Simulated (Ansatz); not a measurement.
**Lattice dynamics of BiSb (model cell, started as NiAs type)**

Aim: the phonons of BiSb (model cell, started as NiAs type) at a cell relaxed beforehand at this level. After the zone centre comes a 2×2×1 q mesh on a 12×12×6 k mesh.

Program: Ansatz 0.2.0. Level of theory: DFT PBEsol, scalar-relativistic, plane waves, PAW. Results are calculated unless marked as measured.

The structure was built from a prototype and need not be the compound's stable phase.

### Step 1. The structure

The structure is hexagonal, space group P6_3/mmc (No. 194). Conventional cell: a = 4.284 Å, b = 4.284 Å, c = 7.886 Å, α = 90.00°, β = 90.00°, γ = 120.00°. Sb has 6 Bi at 3.16 Å nearest. Bi has 6 Sb at 3.16 Å nearest. Farther neighbours are not listed.

### Step 2. Modes at Γ

The cell comes from relaxations at this level that are not shown. The zone centre comes first: it holds the modes that light can see, as far as symmetry allows. No field response is asked, since the mesh shows no gap.

The input, input.yaml:

```yaml
crystal:
  lattice:
    - [4.2838956077, 0.0, 0.0]
    - [-2.1419478039, 3.7099624234, 0.0]
    - [0.0, 0.0, 7.8863378736]
  atoms:
    - { symbol: Sb, position: [0.0, 0.0, 0.0] }
    - { symbol: Sb, position: [0.0, 0.0, 0.5] }
    - { symbol: Bi, position: [0.3333333333, 0.6666666667, 0.25] }
    - { symbol: Bi, position: [0.6666666667, 0.3333333333, 0.75] }
kpoints:
  mp_grid: { grid: [12, 12, 6] }
hamiltonian:
  xc: pbesol
scf:
  occupations: { method: methfessel_paxton, width: 0.15 }
output:
  eigenvalues: true
phonons:
  method: dfpt
```

Started as:

```bash
ansatz run input.yaml --threads 4 --pin off --max-ram 7168MiB --backend cpu --events-out ev --progress --plain --runs-dir out
```

Numbers of over 12 decimals in the logs are rounded to 6 here.

The program printed:

```text
Engine: ansatz 0.2.0, aarch64-unknown-linux-gnu
Pseudopotentials: kind: paw
Pseudopotential: Sb, paw, valence charge 15, recommended cutoff 420 eV (normal), Sb.paw.azcp
Pseudopotential: Bi, paw, valence charge 15, recommended cutoff 420 eV (normal), Bi.paw.azcp
Functional definition: PBEsol
  exchange = pbesol_x
  correlation = pbesol_c
Crystal: 4 atoms, lattice volume = 125.338 Å³
Basis set: ecut = 420 eV, 2409 PW (Γ), exchange–correlation on 60×60×108 points (8 copies of the dense FFT grid, shifted against one another)
Bands: 36, of which v1, the nominal top of the filled ones, is band 30 counted from 1 (29 counted from 0)
Symmetry: 24 space group operations
k-points: 242 of 864 (irreducible under 2 space group operations, time reversal used)
Non-local potential: Sb, projectors of the file, l = 0: 2, l = 1: 2, l = 2: 2, l = 3: 2
Non-local potential: Bi, projectors of the file, l = 0: 2, l = 1: 2, l = 2: 2, l = 3: 2
PAW form: soft (Blöchl's): semilocal exchange-correlation on the pseudo side does not see the compensation charge
PAW frozen core: Sb, regenerated for the run's functional, and the local potential with it (the file was generated under x = pbe(κ = 0.804, μ = 0.219515), c = pbe(β = 0.066725))
PAW frozen core: Bi, regenerated for the run's functional, and the local potential with it (the file was generated under x = pbe(κ = 0.804, μ = 0.219515), c = pbe(β = 0.066725))
PAW one-centre angular grid: Sb, 590 points (default); XC on 64 Gauss nodes
PAW one-centre angular grid: Bi, 590 points (default); XC on 64 Gauss nodes
Initial density: superposition of atomic densities (neutral atoms: chi_scale 0, normalization atom), corrected by the library's trained network
Initial wavefunctions: pseudopotential atomic-orbital guess
Functional: x = pbesol(κ = 0.804, μ = 0.123457), c = pbesol(β = 0.046)
SCF iter   1: F=—  HF=-37299.818909 eV  |F-HF|=—  |Δ(HF+E_count)|=         —  Δρ=2.13e-3  dr2=4.29e-3  ethr=1.77e-3  ⟨swp⟩=6.5  Hψ=35583  notcnv=0
preconditioner: auto → Kerker (q_TF=auto, 2.413 Å⁻¹)  [metal: Δε(μ)=0.022 eV  Ē_g=7.991 eV  σ=0.150 eV  W_gap=0.12  n_scr=36 (ndim 8)  ℏωp=14.8 eV  f_vac=0.000  D(μ)=2.18/eV (n_scr^D=10)]
SCF iter   2: F=—  HF=-37299.815262 eV  |F-HF|=—  |Δ(HF+E_count)|=   3.65e-3  S|Δr|=    0.00e0  Δρ=1.52e-3  dr2=2.26e-3  ethr=7.16e-6  ⟨swp⟩=2.1  Hψ=17441  notcnv=0
SCF iter   3: F=—  HF=-37299.815202 eV  |F-HF|=—  |Δ(HF+E_count)|=   5.92e-5  S|Δr|=    0.00e0  Δρ=8.99e-4  dr2=5.54e-4  ethr=3.77e-6  ⟨swp⟩=2.0  Hψ=15729  notcnv=0
SCF iter   4: F=—  HF=-37299.814914 eV  |F-HF|=—  |Δ(HF+E_count)|=   2.88e-4  S|Δr|=    0.00e0  Δρ=4.42e-4  dr2=1.46e-4  ethr=9.24e-7  ⟨swp⟩=2.0  Hψ=14359  notcnv=0
SCF iter   5: F=—  HF=-37299.814841 eV  |F-HF|=—  |Δ(HF+E_count)|=   7.32e-5  S|Δr|=    0.00e0  Δρ=7.37e-5  dr2=8.68e-6  ethr=2.43e-7  ⟨swp⟩=2.0  Hψ=15614  notcnv=0
SCF iter   6: F=—  HF=-37299.814837 eV  |F-HF|=—  |Δ(HF+E_count)|=   3.54e-6  S|Δr|=    0.00e0  Δρ=1.84e-5  dr2=6.26e-7  ethr=1.45e-8  ⟨swp⟩=2.0  Hψ=15062  notcnv=0
SCF iter   7: F=—  HF=-37299.814838 eV  |F-HF|=—  |Δ(HF+E_count)|=   3.12e-7  S|Δr|=    0.00e0  Δρ=1.68e-5  dr2=2.06e-7  ethr=1.04e-9  ⟨swp⟩=2.1  Hψ=10938  notcnv=0
SCF iter   8: F=—  HF=-37299.814838 eV  |F-HF|=—  |Δ(HF+E_count)|=   8.92e-8  S|Δr|=    0.00e0  Δρ=2.71e-6  dr2=6.82e-9  ethr=3.43e-10  ⟨swp⟩=2.0  Hψ=15706  notcnv=0
SCF iter   9: F=—  HF=-37299.814838 eV  |F-HF|=—  |Δ(HF+E_count)|=   2.41e-9  S|Δr|=    0.00e0  Δρ=6.99e-7  dr2=3.84e-10  ethr=1.14e-11  ⟨swp⟩=2.0  Hψ=15742  notcnv=0
SCF iter  10: F=—  HF=-37299.814838 eV  |F-HF|=—  |Δ(HF+E_count)|=  1.67e-10  S|Δr|=    0.00e0  Δρ=8.05e-8  dr2=1.23e-11  ethr=1.00e-12  ⟨swp⟩=2.0  Hψ=15333  notcnv=0
SCF iter  11: F=-37299.814838 eV  HF=-37299.814838 eV  |F-HF|=7.28e-12  |Δ(HF+E_count)|=  1.46e-11  S|Δr|=    0.00e0  Δρ=1.58e-8  dr2=5.94e-13  ethr=1.00e-12  ⟨swp⟩=9.7  Hψ=43566  notcnv=0
SCF 1 converged in 11 iterations: F = -37299.814838 eV  dr2 = 5.94e-13
  greatest PAW one-centre occupation: 0.996 electrons in one spin orbital (limit 2), on the Sb atom at site 0 (counted from 0), in its partial waves of l = 2
DFPT response loops at Γ: preconditioner auto → Kerker (q_TF=auto, 2.413 Å⁻¹) (partly filled bands, converged f_vac=0.000); β = 1.00, the filter's whole step (`scf.mixing.beta` (0.50) is not read by the response loops under this deck's `scf.mixing.preconditioner`; to damp them name `kerker` or `kerker_dos`, under which they read `scf.mixing.beta`, and type it under 1.00, their step now; both keys bind the ground state too); Broyden in place of MSR1
SCF converged after 11 iterations
Stability not checked: this state was not tested for a lower state beside it, because cold or Methfessel-Paxton smearing, or corrected tetrahedra, fill the levels in a way that the test cannot read (fill_not_monotonic; see scf.lower_state_search)
Free energy (F): -37299.814838 eV
Harris-Foulkes:  -37299.814838 eV  (|F-HF|=7.28e-12)
Internal energy: -37299.814980 eV  (E = F + TS)
E sigma→0 (E₀):  -37299.814873 eV
Entropy (-TS):   0.000142 eV (0.036 meV/atom)
Fermi energy:    10.199061 eV
Step filling:    the computed levels leave a gap of 0.0331 eV = 0.2 smearing widths at the electron count; against every level under it full and every level over it empty, smearing changes F+E_penalty+E_count by +0.897 meV and its σ→0 estimate by +0.861 meV
--- Per-component energies (eV) ---
  E_band       = -527.720329
  E_kinetic    = 1020.269003
  E_local      = -6157.633904  (includes V_loc(G=0)·N_el)
  E_nonlocal   = 1851.598842
  E_hartree    = 2400.811116
  E_xc         = -575.862656
  E_vxc        = -481.963231  (∫ρ·V_xc dr)
  E_paw        = -30017.738896  (= ΣΔE_a)
  E_vpaw       = -1561.612320  (= ΣTr[D̂ρ^β])
  E_aug_tail   = -0.000935  (compensation charges beyond the density's cutoff)
  E_ewald      = -5822.100767
  E_core_change = 0.843218  (= ΣΔE_core)
  E_smearing   = 0.000142  (= −TS)
  E_closure    = -0.000000  (closes the sum)
  Σ components = -37299.814838   (vs F -37299.814838, Δ=0.00e0)
--- Band table (eV; the first three rows and the last of 242) ---
  k-point 0: bands = [... 26 lower, 9.0181, 9.9922, 10.4693, 10.4693, 10.7936, 10.7936, 11.6532, 12.9674, ... 2 higher]
  k-point 1: bands = [... 26 lower, 9.0695, 9.8074, 10.1672, 10.1672, 11.1197, 11.1197, 11.8771, 12.8259, ... 2 higher]
  k-point 2: bands = [... 26 lower, 9.2210, 9.4163, 9.7886, 9.7886, 11.5755, 11.5755, 12.3793, 12.4769, ... 2 higher]
  k-point 241: bands = [... 26 lower, 7.0846, 7.0846, 9.3502, 9.3502, 10.2434, 10.2434, 13.6189, 13.6189, ... 2 higher]
--- Phonons (Γ-DFPT): 4 representative perturbations + reference, on 242 of 864 k-points (Σ response iterations 12) ---
  k mesh reduced under 2 symmetry operations, with k and −k counted as one. Each operation leaves every solved perturbation unchanged. A smaller set is not used because it would not reduce the number of displacements times k-points to solve
  ASR residual: 7.956e-5 → 0.000e0 eV/Å²; symmetrization residual: 8.014e-5 eV/Å²
  ASR residual per site (eV/Å²): 7.23e-5 7.23e-5 7.96e-5 7.96e-5
  Γ frequencies (cm⁻¹): -85.07 0.00 0.00 0.00 67.50 67.50 70.65 70.65 89.18 89.18 91.97 125.15
  non-analytic LO–TO correction: not included (Born effective charges unavailable; polar crystals: no LO–TO splitting at Γ)
```

The job ended after 4.9 min (4 threads of Arm Neoverse N1, shared host; peak memory 3.7 GiB; 18 min of CPU time).

Numbers from this step:

```yaml
volume_per_atom: 31.33 Å³
gap_on_the_k_mesh: 0 eV
sum_rule_residual_before_enforcement: 7.96e-5 eV/Å²
point_group: 6/mmm
highest_optical_mode_at_the_zone_centre_no_lo_to_term: 125.2 cm⁻¹
lowest_optical_zone_centre_mode: -85.07 cm⁻¹
```

Patterns of degenerate modes are one choice out of their space. Modes at Γ, with each element's share of the kinetic energy (negative means imaginary):

| mode | frequency (cm⁻¹) | symmetry | Sb % | Bi % |
| --- | --- | --- | --- | --- |
| 1 | -85.1 | A2u | 63 | 37 |
| 2 | 0.0 | acoustic | 37 | 63 |
| 3 | 0.0 | acoustic | 37 | 63 |
| 4 | 0.0 | acoustic | 37 | 63 |
| 5 | 67.5 | E2u | 100 | 0 |
| 6 | 67.5 | E2u | 100 | 0 |
| 7 | 70.7 | E2g | 0 | 100 |
| 8 | 70.7 | E2g | 0 | 100 |
| 9 | 89.2 | E1u | 63 | 37 |
| 10 | 89.2 | E1u | 63 | 37 |
| 11 | 92.0 | B1g | 0 | 100 |
| 12 | 125.2 | B2u | 100 | 0 |

Displacements in mode 1 (-85.1 cm⁻¹), the largest set to 1:
```
Sb1  0.00  0.00  1.00
Sb2  0.00  0.00  1.00
Bi3  0.00  0.00 -0.58
Bi4  0.00  0.00 -0.58
```

Displacements in mode 9 (89.2 cm⁻¹), the largest set to 1:
```
Sb1  1.00  0.00  0.00
Sb2  1.00  0.00  0.00
Bi3 -0.58  0.00  0.00
Bi4 -0.58  0.00  0.00
```

Before it was imposed, the acoustic sum rule was missed by 8.0e-5 eV/Å². Small misses are needed for a sound result but don't prove that mesh and cutoff are converged. The lowest optical mode is imaginary, 85.1i cm⁻¹, so the energy falls along it.

### Step 3. Phonons on a q mesh

The mesh has a single point along some directions, so zone-edge points there are not solved. Linear response on a 2×2×1 q mesh gives force constants as far as a supercell of that size would.

input.yaml: that of step 2 with these lines changed.

```diff
@@ -20 +20,9 @@
   method: dfpt
+  qmesh: [2, 2, 1]
+  temperatures: { t_max: 1000, t_step: 50 }
+  qpath:
+    path:
+      - [[0.0, 0.0, 0.0], [0.5, 0.0, 0.0], [0.33333333, 0.33333333, 0.0], [0.0, 0.0, 0.0], [0.0, 0.0, 0.5], [0.5, 0.0, 0.5], [0.33333333, 0.33333333, 0.5], [0.0, 0.0, 0.5]]
+      - [[0.5, 0.0, 0.5], [0.5, 0.0, 0.0]]
+      - [[0.33333333, 0.33333333, 0.5], [0.33333333, 0.33333333, 0.0]]
+    npoints: 10
```

The program printed:

```text
[...]
Crystal: 4 atoms, lattice volume = 125.338 Å³
Basis set: ecut = 420 eV, 2409 PW (Γ), exchange–correlation on 60×60×108 points (8 copies of the dense FFT grid, shifted against one another)
Bands: 36, of which v1, the nominal top of the filled ones, is band 30 counted from 1 (29 counted from 0)
Symmetry: 24 space group operations
k-points: 76 of 864
[...]
SCF iter   1: F=—  HF=-37299.818852 eV  |F-HF|=—  |Δ(HF+E_count)|=         —  Δρ=2.14e-3  dr2=4.31e-3  ethr=1.77e-3  ⟨swp⟩=6.5  Hψ=11126  notcnv=0
[...]
SCF iter  11: F=-37299.814838 eV  HF=-37299.814838 eV  |F-HF|=0.00e0  |Δ(HF+E_count)|=  1.46e-11  S|Δr|=    0.00e0  Δρ=1.56e-8  dr2=5.68e-13  ethr=1.00e-12  ⟨swp⟩=9.4  Hψ=13531  notcnv=0
SCF 1 converged in 11 iterations: F = -37299.814838 eV  dr2 = 5.68e-13
[...]
phonons: the bands overlap, so this run is a metal and interpolates without the dipole-dipole term. If the crystal is really an insulator or semiconductor, its LO-TO splitting is missing
NSCF: frozen V_eff on 76 k-points
[...]
DFPT response loops at q = (0, 0, 0) (fractional): preconditioner auto → Kerker (q_TF=auto, 2.413 Å⁻¹) (partly filled bands, converged f_vac=0.000); β = 1.00, the filter's whole step (`scf.mixing.beta` (0.50) is not read by the response loops under this deck's `scf.mixing.preconditioner`; to damp them name `kerker` or `kerker_dos`, under which they read `scf.mixing.beta`, and type it under 1.00, their step now; both keys bind the ground state too); Broyden in place of MSR1
[...]
SCF converged after 11 iterations
[...]
Free energy (F): -37299.814838 eV
[...]
Internal energy: -37299.814980 eV  (E = F + TS)
E sigma→0 (E₀):  -37299.814873 eV
Entropy (-TS):   0.000142 eV (0.036 meV/atom)
Fermi energy:    10.199061 eV
[...]
--- Band table (eV; the first three rows and the last of 76) ---
  k-point 0: bands = [... 26 lower, 9.0181, 9.9922, 10.4693, 10.4693, 10.7936, 10.7936, 11.6532, 12.9674, ... 2 higher]
  k-point 1: bands = [... 26 lower, 9.0695, 9.8074, 10.1672, 10.1672, 11.1197, 11.1197, 11.8771, 12.8259, ... 2 higher]
  k-point 2: bands = [... 26 lower, 9.2210, 9.4163, 9.7886, 9.7886, 11.5755, 11.5755, 12.3793, 12.4769, ... 2 higher]
  k-point 75: bands = [... 26 lower, 7.4618, 7.4618, 9.2181, 9.2181, 9.4161, 9.4161, 14.4896, 14.4896, ... 2 higher]
--- Phonons (Γ-DFPT): 4 representative perturbations + reference (Σ response iterations 12) ---
  ASR residual: 6.488e-5 → 0.000e0 eV/Å²; symmetrization residual: 4.939e-5 eV/Å²
  ASR residual per site (eV/Å²): 6.49e-5 6.49e-5 5.28e-5 5.28e-5
[...]
--- Phonons (arbitrary-q DFPT): 2 irreducible q on the 2×2×1 mesh ---
  q = [0.0000, 0.0000, 0.0000] (star 1, of the zone-centre solve; hermiticity 2.18e-5, symmetrization 1.38e-10): -85.07 -0.00 -0.00 0.00 67.50 67.50 70.65 70.65 89.18 89.18 91.97 125.15
  q = [0.0000, -0.5000, 0.0000] (star 3, 6 solved perturbations in 1242 linear systems a pass and spin channel, the states on 242 of 864 k-point pairs; hermiticity 2.95e-5, symmetrization 3.64e-10): -19.89 4.23 22.89 27.55 71.68 77.15 78.63 81.35 86.71 93.09 95.42 117.88
  sum rule: each row above includes the acoustic sum rule's correction from the zone centre's row sums; it moved no ω² by more than (0.38 cm⁻¹)²
  mesh force constants: q→R imaginary residual 2.14e-17; ASR residual 6.488e-5 → 0.000e0 eV/Å²; symmetrization residual 3.553e-15 eV/Å²
  interpolated dispersion: 93 rows × 12 modes
  density of states and harmonic sums: on the 18×18×8 q-mesh, interpolated from the force constants of a 2×2×1 supercell (no non-analytic term)
  largest difference from the sums on the solved wave vectors: F 2.22e-1 eV, S 3.49e-4 and C_V 1.29e-4 eV/K
  zero-point energy: 0.049727 eV/cell   skipped modes (ω ≤ 0): 58, of them read as no rigid motion or as one in doubt: 55 (2.654e-1 modes/cell left out, lowest -85.07 cm⁻¹)   left out of the sums: 2.22e-2 of the cell's modes: C_V's classical limit lies that fraction below 3 k_B per atom; for a crystal, a wire or a layer, F and S can be off by more, and a phonons.interpolated_qmesh denser along its periods is the remedy for the sampling
```

It took 8.3 min on 4 threads; peak memory 2.9 GiB.

Numbers from this step:

```
sum-rule residual before enforcement                          : 6.49e-5 eV/Å²
lowest mode on the q mesh (acoustic modes at Γ apart)         : -85.07 cm⁻¹
highest frequency at a solved wavevector (no LO-TO term at Γ) : 125.2 cm⁻¹
```

Frequencies (cm⁻¹) solved at each irreducible wavevector; negative means imaginary. Frequencies by wavevector, by row:

| q in reciprocal lattice units | star | mode 1 | mode 2 | mode 3 | mode 4 | mode 10 | mode 11 | mode 12 |
| --- | --- | --- | --- | --- | --- | --- | --- | --- |
| 0 0 0 | 1 | -85.1 | 0 | 0 | 0 | 89.2 | 92 | 125.2 |
| 0 -0.5 0 | 3 | -19.9 | 4.2 | 22.9 | 27.6 | 93.1 | 95.4 | 117.9 |

Symmetry leaves 2 wavevectors to solve. The lowest mode among them, the acoustic zeros apart, lies at Γ and is imaginary, 85.1i cm⁻¹, so the energy falls along it.

### Step 4. Another isotope

An isotope changes the mass and not the force constants, so no new electronic calculation is needed; the shifts show which modes move this element.

The same force constants with the mass of Sb changed from 121.760 to 122.904 u (phonopy, no LO-TO term). Both lists are sorted by frequency; levels can cross, so a row need not hold one and the same mode. Modes under 3 cm⁻¹ are left out. Isotope shifts, by row:

| q | rank | natural mass (cm⁻¹) | changed mass (cm⁻¹) |
| --- | --- | --- | --- |
| 0 0 0 | 1 | -85.07 | -84.82 |
| 0 0 0 | 5 | 67.5 | 67.19 |
| 0 0 0 | 6 | 67.5 | 67.19 |
| 0 0 0 | 7 | 70.65 | 70.65 |
| 0 0 0 | 8 | 70.65 | 70.65 |
| 0 0 0 | 9 | 89.18 | 88.92 |
| 0 0 0 | 10 | 89.18 | 88.92 |
| 0 0 0 | 11 | 91.97 | 91.97 |
| 0 0 0 | 12 | 125.2 | 124.6 |
| 0 -0.5 0 | 1 | -19.89 | -19.89 |
| 0 -0.5 0 | 2 | 4.23 | 4.22 |
| 0 -0.5 0 | 3 | 22.89 | 22.85 |
| 0 -0.5 0 | 4 | 27.55 | 27.42 |
| 0 -0.5 0 | 5 | 71.68 | 71.68 |
| 0 -0.5 0 | 6 | 77.15 | 77.15 |
| 0 -0.5 0 | 7 | 78.63 | 78.63 |
| 0 -0.5 0 | 8 | 81.35 | 81.17 |
| 0 -0.5 0 | 9 | 86.71 | 86.3 |
| 0 -0.5 0 | 10 | 93.09 | 92.66 |
| 0 -0.5 0 | 11 | 95.42 | 95.1 |
| 0 -0.5 0 | 12 | 117.9 | 117.4 |

A mode of this element alone would shift by -0.47 %. The highest zone-centre frequency without the field goes from 125.2 to 124.6 cm⁻¹ (-0.5 %).

### Step 5. What came out

| Property | Result |
| --- | --- |
| space group (within 0.01 Å) | P6_3/mmc |
| volume per atom | 31.3 Å³ |
| electronic character | no gap on this mesh |
| highest optical mode at the zone centre (no LO-TO term) | 125 cm⁻¹ |
| lowest optical zone-centre mode | -85.1 cm⁻¹ |
| lowest mode on the q mesh (acoustic modes at Γ apart) | -85.1 cm⁻¹ |
| imaginary modes on the 2×2×1 q mesh | yes |

In words: Modes are clearly imaginary (beyond 10i cm⁻¹) at 2 of the 2 irreducible wavevectors, most at Γ (85.1i cm⁻¹), so this structure is not a minimum of the energy. The optical modes at Γ span -85 to 125 cm⁻¹ (negative means imaginary). The highest mode in this list at Γ, 125.2 cm⁻¹, is mostly motion of Sb (100 % of the kinetic energy). The q mesh is too sparse to interpolate, so only the solved wavevectors are given. With no gap, or one that is small against the smearing, the frequencies hang on the k mesh and the smearing, most of all near Kohn anomalies. Spin-orbit coupling is left out, which can matter for the heavy elements here. The starting cell was built on a prototype and not taken from a measurement, so the phase need not exist. These are harmonic frequencies at zero temperature: anharmonic shifts, linewidths and thermal expansion are left out.

[Logs are printed without paths, hosts, clocks, repeated set-up lines and the standing remarks that a program may print on its own settings, such as how far it seeks lower states.]

[Hosts, paths, dates, database ids (printed as entryN), source tags and the programs' standing remarks are cut or masked in the printed files.]
